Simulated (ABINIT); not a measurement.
## In2O3 (R-3c): changed settings of a GW run in ABINIT

Aim: change inputs of a GW run on In2O3 (R-3c) and see what moves.

Main program and level: ABINIT 10.8.3; LDA and many-body steps on it, plane waves.

Most raw output is cut from this account.

## (1) The structure

It takes space group R-3c (No. 167, trigonal). Conventional cell: a = 5.487 Å, b = 5.487 Å, c = 14.510 Å, α = 90.00°, β = 90.00°, γ = 120.00°. Nearest to In lie 6 O at 2.12 to 2.26 Å. Nearest to O lie 4 In at 2.12 to 2.26 Å. Farther neighbours and most contacts between anions are not listed.

Structure file:

```cif
data_structure
_symmetry_space_group_name_H-M 'R-3c:H'
_symmetry_Int_Tables_number 167
_cell_length_a 5.4870
_cell_length_b 5.4870
_cell_length_c 14.5100
_cell_angle_alpha 90.000
_cell_angle_beta 90.000
_cell_angle_gamma 120.000
_cell_volume 378.33
loop_
_atom_site_label
_atom_site_type_symbol
_atom_site_symmetry_multiplicity
_atom_site_Wyckoff_symbol
_atom_site_fract_x
_atom_site_fract_y
_atom_site_fract_z
_atom_site_occupancy
In1 In 12 c 0.66667 0.33333 0.19064 1
O1 O 18 e 0.63133 0.66667 0.41667 1
```

The cell and positions come from the Crystallography Open Database and are kept as given unless a step says otherwise. This is not the form that In2O3 usually takes at ambient conditions.

## (2) Screening, 2×2×2 mesh, 114 bands, screening to 87.1 eV

This step: ABINIT 10.8.3; RPA screening on LDA, plane waves, norm-conserving pseudopotentials.

The RPA dielectric matrix is built and inverted for each q.

File run.abi:

```
acell 3*1.0 Angstrom
rprim 
  2.743499999981 1.583960463511 4.836666666700
  -2.743499999981 1.583960463511 4.836666666700
  0.000000000000 -3.167920927022 4.836666666700
ntypat 2
znucl 49 8
natom 10
typat 1 1 1 1 2 2 2 2 2 2
xred 
  0.357310000000 0.357310000000 0.357310000000
  0.142690000000 0.142690000000 0.142690000000
  0.642690000000 0.642690000000 0.642690000000
  0.857310000000 0.857310000000 0.857310000000
  0.548000000000 0.952000000000 0.250000000000
  0.250000000000 0.548000000000 0.952000000000
  0.952000000000 0.250000000000 0.548000000000
  0.452000000000 0.048000000000 0.750000000000
  0.750000000000 0.452000000000 0.048000000000
  0.048000000000 0.750000000000 0.452000000000
pp_dirpath "pseudos"
pseudos "In.upf, O.upf"
ecut 36
ngkpt 2 2 2
nshiftk 1
shiftk 0 0 0
kptopt 1
chksymbreak 0
istwfk *1
occopt 1
irdwfk 1
optdriver 3
nband 114
ecuteps 3.2
inclvkb 2
awtr 1
symchi 1
indata_prefix "in"
outdata_prefix "out"
tmpdata_prefix "tmp"
```

On the command line:

```console
$ OMP_NUM_THREADS=1 mpirun -n 4 abinit run.abi > log
```

It took 46 s on 4 MPI ranks of Intel Xeon Platinum 8559C (Emerald Rapids), shared host; peak memory 1.8 GiB.

This step gave:

* ε∞ with local fields, on this mesh, along the program's q direction: 8.019
* the same without local fields: 8.311
* plasma frequency: 31.02 eV
* plane waves in the screening matrix: 235

Local fields lower ε∞ by 4 %. On a Γ-centred mesh this coarse the value itself is usually too large, while a short band sum pulls it down.

## (3) Base

The self-energy is evaluated for the states that the input lists, and the levels follow from it, in one-shot runs by the linearised quasiparticle equation.

This step: G0W0 on LDA, plane waves, norm-conserving pseudopotentials.

Edit run.abi of step 2 so:

```diff
@@ -31,8 +31,17 @@
 irdwfk 1
-optdriver 3
+optdriver 4
 nband 114
+gwcalctyp 0
+ecutsigx 36
+symsigma 1
+nkptgw 2
+kptgw 
+  0.5000000000 0.5000000000 0.0000000000
+  0.0000000000 0.0000000000 0.0000000000
+bdgw 
+  43 46
+  43 46
 ecuteps 3.2
-inclvkb 2
-awtr 1
-symchi 1
+irdscr 1
+ppmodel 1
 indata_prefix "in"
```

It took 7.2 s on 4 MPI ranks; peak memory 1.3 GiB.

This step gave:

```yaml
g0w0_gap_on_the_points_computed: 1.702 eV
starting_gap_on_the_mesh: 1.233 eV
k_of_the_valence_top: 0, 0, 0
k_of_the_conduction_bottom: 0, 0, 0
z_at_the_valence_top: 0.785
z_at_the_conduction_bottom: 0.835
least_direct_g0w0_gap_on_the_computed_points: 1.702 eV
```

The gap on the mesh goes from 1.23 eV to 1.70 eV, a correction of +0.47 eV.

## (4) Scissors in G

Edit run.abi of step 3 so:

```diff
@@ -46,2 +46,3 @@
 ppmodel 1
+mbpt_sciss 0.5 eV
 indata_prefix "in"
```

Wall time 7.2 s (4 MPI ranks); peak memory 1.3 GiB; 28 s of CPU time.

This step gave:

- G0W0 gap on the points computed: 1.752 eV
- starting gap on the mesh: 1.233 eV
- k of the valence top: 0, 0, 0
- k of the conduction bottom: 0, 0, 0
- Z at the valence top: 0.786
- Z at the conduction bottom: 0.836
- least direct G0W0 gap on the computed points: 1.752 eV

## (5) Smaller part of the screening matrix

Edit run.abi of step 4 so:

```diff
@@ -43,6 +43,5 @@
   43 46
-ecuteps 3.2
+ecuteps 0.8
 irdscr 1
 ppmodel 1
-mbpt_sciss 0.5 eV
 indata_prefix "in"
```

It took 4.6 s on 4 MPI ranks; peak memory 1.2 GiB.

Numbers from this step:

```yaml
g0w0_gap_on_the_points_computed: 2.472 eV
starting_gap_on_the_mesh: 1.233 eV
k_of_the_valence_top: 0, 0, 0
k_of_the_conduction_bottom: 0, 0, 0
z_at_the_valence_top: 0.842
z_at_the_conduction_bottom: 0.856
least_direct_g0w0_gap_on_the_computed_points: 2.472 eV
```

## (6) No symmetry in the self-energy

Edit run.abi of step 5 so:

```diff
@@ -35,3 +35,3 @@
 ecutsigx 36
-symsigma 1
+symsigma 0
 nkptgw 2
@@ -43,3 +43,3 @@
   43 46
-ecuteps 0.8
+ecuteps 3.2
 irdscr 1
```

Wall time 10 s (4 MPI ranks); peak memory 1.3 GiB.

Numbers from this step:

```
G0W0 gap on the points computed              : 1.701 eV
starting gap on the mesh                     : 1.233 eV
k of the valence top                         : 0, 0, 0
k of the conduction bottom                   : 0, 0, 0
least direct G0W0 gap on the computed points : 1.701 eV
```

Against G0W0 in ABINIT (2×2×2 mesh, 114 bands, screening to 87.1 eV, Godby-Needs plasmon pole), the gap moves by −0.001 eV.

## (7) Exchange cutoff

Edit run.abi of step 6 so:

```diff
@@ -34,4 +34,4 @@
 gwcalctyp 0
-ecutsigx 36
-symsigma 0
+ecutsigx 10.8
+symsigma 1
 nkptgw 2
```

Wall time 6.7 s (4 MPI ranks); peak memory 1.1 GiB; 26 s of CPU time.

This step gave:

| Property | Result |
| --- | --- |
| G0W0 gap on the points computed | 1.366 eV |
| starting gap on the mesh | 1.233 eV |
| k of the valence top | 0, 0, 0 |
| k of the conduction bottom | 0, 0, 0 |
| Z at the valence top | 0.785 |
| Z at the conduction bottom | 0.835 |
| least direct G0W0 gap on the computed points | 1.366 eV |

## (8) Contour deformation on a plasmon-pole file

Edit run.abi of step 7 so:

```diff
@@ -33,4 +33,4 @@
 nband 114
-gwcalctyp 0
-ecutsigx 10.8
+gwcalctyp 2
+ecutsigx 36
 symsigma 1
@@ -45,3 +45,2 @@
 irdscr 1
-ppmodel 1
 indata_prefix "in"
```

The job ended after 4 s (4 MPI ranks; peak memory 1.2 GiB).

The run stopped with an error after 4 s.

The fault put into this input: contour deformation on a plasmon-pole file.

## (9) Screening cutoff above the file's

Edit run.abi of step 8 so:

```diff
@@ -33,3 +33,3 @@
 nband 114
-gwcalctyp 2
+gwcalctyp 0
 ecutsigx 36
@@ -43,4 +43,5 @@
   43 46
-ecuteps 3.2
+ecuteps 12.8
 irdscr 1
+ppmodel 1
 indata_prefix "in"
```

Elapsed: 7.9 s, on 4 MPI ranks; peak memory 1.3 GiB.

The run ended normally, though the input holds a fault or crude settings.

The fault put into this input: screening cutoff above the file's. It printed a gap of 1.70 eV, the value of the sound run: the program fell back on what its files hold, so an unchanged gap is no proof of convergence.

## (10) Side by side

Times are wall times on 4 MPI ranks of Intel Xeon Platinum 8559C (Emerald Rapids), shared host, good to a factor of about two. A run's time includes the screening step that it read.

```
                                 run   mesh  bands  screening cutoff (eV)  DFT gap (eV)  gap on the mesh (eV)  direct (eV)  ε∞ used  time
                                base  2×2×2    114                   87.1         1.233                 1.702        1.702     8.02  53 s
                       scissors in G  2×2×2    114                   87.1         1.233                 1.752        1.752     8.02  53 s
smaller part of the screening matrix  2×2×2    114                   21.8         1.233                 2.472        2.472     8.02  51 s
      no symmetry in the self-energy  2×2×2    114                   87.1         1.233                 1.701        1.701     8.02  56 s
                     exchange cutoff  2×2×2    114                   87.1         1.233                 1.366        1.366     8.02  53 s
```

## (11) What came out

```json
{
  "base": "1.702 eV",
  "scissors in G": "1.752 eV",
  "smaller part of the screening matrix": "2.472 eV",
  "no symmetry in the self-energy": "1.701 eV",
  "exchange cutoff": "1.366 eV",
  "known limits": "not at the basis limit; exchange with frozen shells missing; no spin-orbit coupling; coarse k mesh"
}
```

In words: Scissors in G: +0.050 eV against base (keys changed: mbpt_sciss). Smaller part of the screening matrix: +0.770 eV against base (keys changed: ecuteps). No symmetry in the self-energy: −0.001 eV against base (keys changed: symsigma). Exchange cutoff: −0.336 eV against base (keys changed: ecutsigx). Bands and cutoff are finite, so the gap is not at the basis limit. The miss can reach some tenths of an eV and take either sign; the mesh is an error of its own. In the G0W0 runs levels were corrected at 2 k points alone, so a gap called «on the mesh» is the least over those, and an edge elsewhere would be missed. The 2×2×2 mesh is coarse for this cell, which bears on the long-range parts of exchange and screening. The norm-conserving file of at least one element keeps a d shell over frozen s and p shells of the same row. Exchange with those shells is missing from the self-energy, an error of 0.3 to 0.9 eV in cases checked, whose sign depends on which edge lies on those atoms. The many-body steps are scalar-relativistic: spin-orbit coupling is not in them.

[Paths, hosts, dates, memory and timing lines, banners, echoed tables and standing remarks are left out of the program output.]

[Logs are printed without paths, hosts, clocks, repeated set-up lines and the standing remarks that a program may print on its own settings, such as how far it seeks lower states.]

[Runs of the session that timed out or met a known fault of the program may be left out.]

[Hosts, paths, dates, database ids (printed as entryN), source tags and the programs' standing remarks are cut or masked in the printed files.]

[G0W0 gaps are taken among the corrected bands and points alone; a level outside them can change the order at an edge.]

[Where Ansatz stands beside ABINIT at settings called matched, ABINIT's density can come from a denser mesh and the files from another edition; pairs whose starting gaps differed by over 0.03 eV were left out, so agreement reads better than it is.]
